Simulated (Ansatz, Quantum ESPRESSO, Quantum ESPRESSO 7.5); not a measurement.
**Na chain with one atom pushed 0.5 Å aside at constant bond length: ballistic transmission**

Aim: the zero-bias transmission with pwcond for this junction: Na chain with one atom pushed 0.5 Å aside at constant bond length.

Program: Quantum ESPRESSO 7.5. Level of theory: plane-wave DFT, PBE, GBRV ultrasoft pseudopotentials (cross-check by Ansatz 0.2.0 with PAW datasets). Results are calculated unless marked as measured.

### Step 1. Starting point

The cell holds 13 atoms: 13 Na. Its edges and angles: a = 7.500 Å, b = 7.500 Å, c = 42.824 Å, α = 90.0°, β = 90.0°, γ = 90.0°. Regions: left lead, 6 atoms (6 Na); channel, 1 atom (1 Na); right lead, 6 atoms (6 Na). Vacuum lies along a and b. The structure is stacked along c, and the current runs across the ab planes.

### Step 2. Ground state

One periodic cell holds a stretch of lead, the junction and more lead; the atoms stay as built.

Input file scf.in:

```
&control
  prefix = 'scf'
  outdir = './out'
  pseudo_dir = './pseudo'
  calculation = 'scf'
  tprnfor = .true.
/
&system
  ibrav = 0
  nat = 13
  ntyp = 1
  ecutwfc = 34
  ecutrho = 170
  occupations = 'smearing'
  smearing = 'mv'
  degauss = 0.01
/
&electrons
  conv_thr = 1e-07
  mixing_beta = 0.25
  electron_maxstep = 120
  mixing_mode = 'local-TF'
/
ATOMIC_SPECIES
  Na  22.9898  na_pbe_v1.5.uspp.F.UPF
CELL_PARAMETERS angstrom
  7.50000000000000 0.00000000000000 0.00000000000000
  0.00000000000000 7.50000000000000 0.00000000000000
  0.00000000000000 0.00000000000000 42.82380257212003
ATOMIC_POSITIONS crystal
  Na  0.500000000000 0.500000000000 0.000000000000
  Na  0.500000000000 0.500000000000 0.077059948015
  Na  0.500000000000 0.500000000000 0.154119896029
  Na  0.500000000000 0.500000000000 0.231179844044
  Na  0.500000000000 0.500000000000 0.308239792059
  Na  0.500000000000 0.500000000000 0.385299740074
  Na  0.566666667000 0.500000000000 0.461470025993
  Na  0.500000000000 0.500000000000 0.537640311912
  Na  0.500000000000 0.500000000000 0.614700259926
  Na  0.500000000000 0.500000000000 0.691760207941
  Na  0.500000000000 0.500000000000 0.768820155956
  Na  0.500000000000 0.500000000000 0.845880103971
  Na  0.500000000000 0.500000000000 0.922940051985
K_POINTS automatic
  1 1 3 0 0 0
```

Started as:

```
$ OMP_NUM_THREADS=1 mpirun -n 4 pw.x -nk 1 -in scf.in > scf.out
```

The log of the run:

```text
Program PWSCF v.7.5 starts
[citation notice left out]

     Parallel version (MPI & OpenMP), running on       4 processor cores
     Number of MPI processes:                 4
     Threads/MPI process:                     1

     MPI processes distributed on     1 nodes
[...]
Current dimensions of program PWSCF are:
     Max number of different atomic species (ntypx) = 10
     Max number of k-points (npk) =  40000
     Max angular momentum in pseudopotentials (lmaxx) =  4
     Message from routine setup:
     using ibrav=0 with symmetry is DISCOURAGED, use correct ibrav instead

     R & G space division:  proc/nbgrp/npool/nimage =       4
     Subspace diagonalization in iterative solution of the eigenvalue problem:
     a serial algorithm will be used

     Parallelization info
     --------------------
     sticks:   dense  smooth     PW     G-vecs:    dense   smooth      PW
     Min         677     544    138               152137   108874   13790
     Max         678     545    139               152168   108893   13805
     Sum        2709    2177    553               608587   435525   55191

     Using Slab Decomposition

     bravais-lattice index     =            0
     lattice parameter (alat)  =      14.1729  a.u.
     unit-cell volume          =   16255.6506 (a.u.)^3
     number of atoms/cell      =           13
     number of atomic types    =            1
     number of electrons       =       117.00
     number of Kohn-Sham states=           71
     kinetic-energy cutoff     =      34.0000  Ry
     charge density cutoff     =     170.0000  Ry
     scf convergence threshold =      1.0E-07
     mixing beta               =       0.2500
     number of iterations used =            8  local-TF  mixing
     Exchange-correlation=  SLA  PW   PBX  PBC
                           (   1   4   3   4   0   0   0)

     celldm(1)=  14.172946  celldm(2)=   0.000000  celldm(3)=   0.000000
     celldm(4)=   0.000000  celldm(5)=   0.000000  celldm(6)=   0.000000

     crystal axes: (cart. coord. in units of alat)
               a(1) = (   1.000000   0.000000   0.000000 )
               a(2) = (   0.000000   1.000000   0.000000 )
               a(3) = (   0.000000   0.000000   5.709840 )

     reciprocal axes: (cart. coord. in units 2 pi/alat)
               b(1) = (  1.000000  0.000000  0.000000 )
               b(2) = (  0.000000  1.000000  0.000000 )
               b(3) = (  0.000000  0.000000  0.175136 )

     PseudoPot. # 1 for Na read from file:
     ./pseudo/na_pbe_v1.5.uspp.F.UPF
     Pseudo is Ultrasoft, Zval =  9.0
     Generated by new atomic code, or converted to UPF format
     Using radial grid of  819 points,  5 beta functions with:
                l(1) =   0
                l(2) =   0
                l(3) =   1
                l(4) =   1
                l(5) =   2
     Q(r) pseudized with  8 coefficients,  rinner =    1.250   1.250   1.250
                                                       1.250   1.250

     atomic species   valence    mass     pseudopotential
     Na                9.00    22.98980     Na( 1.00)

      2 Sym. Ops. (no inversion) found

   Cartesian axes

     site n.     atom                  positions (alat units)
         1        Na     tau(   1) = (   0.5000000   0.5000000   0.0000000  )
         2        Na     tau(   2) = (   0.5000000   0.5000000   0.4400000  )
         3        Na     tau(   3) = (   0.5000000   0.5000000   0.8800000  )
         4        Na     tau(   4) = (   0.5000000   0.5000000   1.3200000  )
         5        Na     tau(   5) = (   0.5000000   0.5000000   1.7600000  )
         6        Na     tau(   6) = (   0.5000000   0.5000000   2.2000000  )
         7        Na     tau(   7) = (   0.5666667   0.5000000   2.6349202  )
         8        Na     tau(   8) = (   0.5000000   0.5000000   3.0698403  )
         9        Na     tau(   9) = (   0.5000000   0.5000000   3.5098403  )
        10        Na     tau(  10) = (   0.5000000   0.5000000   3.9498403  )
        11        Na     tau(  11) = (   0.5000000   0.5000000   4.3898403  )
        12        Na     tau(  12) = (   0.5000000   0.5000000   4.8298403  )
        13        Na     tau(  13) = (   0.5000000   0.5000000   5.2698403  )

     number of k points=     2  Marzari-Vanderbilt smearing, width (Ry)=  0.0100
                       cart. coord. in units 2pi/alat
        k(    1) = (   0.0000000   0.0000000   0.0000000), wk =   0.6666667
        k(    2) = (   0.0000000   0.0000000   0.0583787), wk =   1.3333333

     Dense  grid:   608587 G-vectors     FFT dimensions: (  60,  60, 360)

     Smooth grid:   435525 G-vectors     FFT dimensions: (  54,  54, 320)

     Estimated max dynamical RAM per process >     498.39 MB

     Estimated total dynamical RAM >       1.95 GB

     Initial potential from superposition of free atoms

     starting charge     116.9182, renormalised to     117.0000

     negative rho (up, down):  1.201E-05 0.000E+00
     Starting wfcs are   65 randomized atomic wfcs +    6 random wfcs

     total cpu time spent up to now is        2.0 secs

     per-process dynamical memory:   165.9 Mb

     Self-consistent Calculation

     iteration #  1     ecut=    34.00 Ry     beta= 0.25
     Davidson diagonalization with overlap
     ethr =  1.00E-02,  avg # of iterations =  7.5

     Threshold (ethr) on eigenvalues was too large:
     Diagonalizing with lowered threshold

     Davidson diagonalization with overlap
     c_bands:  2 eigenvalues not converged
     c_bands:  4 eigenvalues not converged
     ethr =  6.25E-06,  avg # of iterations = 20.0

     total cpu time spent up to now is       15.7 secs

     total energy              =   -1239.02709458 Ry
     estimated scf accuracy    <       0.00965426 Ry

     iteration #  2     ecut=    34.00 Ry     beta= 0.25
[...]
total energy              =   -1239.02885536 Ry
     estimated scf accuracy    <       0.00687783 Ry

     iteration #  3     ecut=    34.00 Ry     beta= 0.25
[...]
total energy              =   -1239.03085858 Ry
     estimated scf accuracy    <       0.00032966 Ry

     iteration #  4     ecut=    34.00 Ry     beta= 0.25
[...]
total energy              =   -1239.03119453 Ry
     estimated scf accuracy    <       0.00002368 Ry

     iteration #  5     ecut=    34.00 Ry     beta= 0.25
[...]
total energy              =   -1239.03133178 Ry
     estimated scf accuracy    <       0.00001236 Ry

     iteration #  6     ecut=    34.00 Ry     beta= 0.25
[...]
total energy              =   -1239.03143294 Ry
     estimated scf accuracy    <       0.00000412 Ry

     iteration #  7     ecut=    34.00 Ry     beta= 0.25
[...]
total energy              =   -1239.03145523 Ry
     estimated scf accuracy    <       0.00000059 Ry

     iteration #  8     ecut=    34.00 Ry     beta= 0.25
[...]
End of self-consistent calculation

          k = 0.0000 0.0000 0.0000 ( 54431 PWs)   bands (ev):

   -55.6955 -55.6918 -55.6915 -55.6875 -55.6873 -55.6870 -55.6866 -55.6859
   -55.6854 -55.6851 -55.6847 -55.6844 -55.6842 -27.6408 -27.6370 -27.6315
   -27.6309 -27.6199 -27.6194 -27.6120 -27.6114 -27.6080 -27.6078 -27.6073
   -27.6066 -27.6045 -27.6045 -27.6043 -27.6041 -27.6040 -27.6039 -27.6035
   -27.6034 -27.6027 -27.6027 -27.6016 -27.6016 -27.6007 -27.6007 -27.6001
   -27.6001 -27.5993 -27.5993 -27.5987 -27.5987 -27.5984 -27.5984 -27.5919
   -27.5901 -27.5823 -27.5798 -27.5770  -3.1023  -3.0200  -3.0159  -2.7678
    -2.7658  -2.3519  -2.3512  -1.7788  -1.7776  -1.0610  -1.0577  -0.2617
    -0.2537  -0.0205  -0.0198   0.0563   0.0572   0.0602   0.0610

          k = 0.0000 0.0000 0.0584 ( 54426 PWs)   bands (ev):

   -55.6955 -55.6918 -55.6914 -55.6875 -55.6873 -55.6870 -55.6866 -55.6859
   -55.6854 -55.6851 -55.6847 -55.6844 -55.6842 -27.6408 -27.6361 -27.6339
   -27.6277 -27.6238 -27.6151 -27.6120 -27.6116 -27.6096 -27.6078 -27.6073
   -27.6066 -27.6066 -27.6045 -27.6045 -27.6041 -27.6041 -27.6035 -27.6035
   -27.6027 -27.6027 -27.6017 -27.6017 -27.6008 -27.6008 -27.6000 -27.6000
   -27.5996 -27.5993 -27.5992 -27.5987 -27.5987 -27.5984 -27.5984 -27.5951
   -27.5874 -27.5837 -27.5792 -27.5770  -3.0930  -3.0645  -2.9527  -2.8689
    -2.6464  -2.5079  -2.1776  -1.9864  -1.5537  -1.3136  -0.7934  -0.5210
    -0.0570  -0.0122  -0.0105   0.0145   0.0149   0.1194   0.1224

     the Fermi energy is    -2.2230 ev

!    total energy              =   -1239.03151885 Ry
     estimated scf accuracy    <       0.00000010 Ry
     smearing contrib. (-TS)   =       0.00040610 Ry
     internal energy E=F+TS    =   -1239.03192495 Ry

     The total energy is F=E-TS. E is the sum of the following terms:
     one-electron contribution =   -1671.55410213 Ry
     hartree contribution      =     822.32676232 Ry
     xc contribution           =    -185.10533509 Ry
     ewald contribution        =    -204.69925005 Ry

     convergence has been achieved in   8 iterations

     Forces acting on atoms (cartesian axes, Ry/au):

     atom    1 type  1   force =     0.00000538    0.00000000    0.00000032
     atom    2 type  1   force =     0.00000210    0.00000000   -0.00000198
     atom    3 type  1   force =    -0.00000373    0.00000000   -0.00000142
     atom    4 type  1   force =    -0.00001932    0.00000000   -0.00001502
     atom    5 type  1   force =     0.00011814    0.00000000   -0.00002350
     atom    6 type  1   force =    -0.00094906    0.00000000    0.00009018
     atom    7 type  1   force =     0.00168035    0.00000000   -0.00000204
     atom    8 type  1   force =    -0.00094774    0.00000000   -0.00009587
     atom    9 type  1   force =     0.00012685    0.00000000    0.00002049
     atom   10 type  1   force =    -0.00001387    0.00000000    0.00001871
     atom   11 type  1   force =     0.00000190    0.00000000    0.00000438
     atom   12 type  1   force =    -0.00000011    0.00000000    0.00000231
     atom   13 type  1   force =    -0.00000088    0.00000000    0.00000344

     Total force =     0.002161     Total SCF correction =     0.000434
     SCF correction compared to forces is large: reduce conv_thr to get better values

[...]
=------------------------------------------------------------------------------=
   JOB DONE.
=------------------------------------------------------------------------------=
```

Wall time 51 s (4 MPI ranks of Arm Neoverse V2, shared host); peak memory 1.8 GiB; 3.4 min of CPU time.

This step gave:

```
free energy  : -16857.8826 eV
Fermi energy : -2.223 eV
```

The program's own clock; routines nest. Time by routine:

| routine | wall time (s) | calls |
| --- | --- | --- |
| PWSCF | 50.51 | 1 |
| electrons | 47.43 | 1 |
| c_bands | 34.56 | 9 |
| cegterg | 34.03 | 18 |
| h_psi | 22.76 | 142 |
| fftw | 19.19 | 8080 |
| vloc_psi | 17.24 | 142 |
| sum_band | 7.12 | 9 |
| calbec | 4.07 | 168 |
| mix_rho | 2.77 | 9 |
| h_psi:calbec | 2.69 | 142 |
| add_vuspsi | 2.69 | 142 |
| s_psi | 2.68 | 142 |
| newd | 2.38 | 9 |

The run needed 8 iterations to bring the estimated error under 1e-07 Ry; the largest force on any atom, held or free, is 0.04 eV/Å.

(Continued in part 2 of 4.)

[Logs are printed without paths, hosts, clocks, repeated set-up lines and the standing remarks that a program may print on its own settings, such as how far it seeks lower states.]

[Hosts, paths, dates, database ids (printed as entryN), source tags and the programs' standing remarks are cut or masked in the printed files.]

[Maps of the electrostatic potential energy from Ansatz leave out the sawtooth potential of an applied field or a dipole correction, so their vacuum need not be flat; planar profiles and work functions include it.]
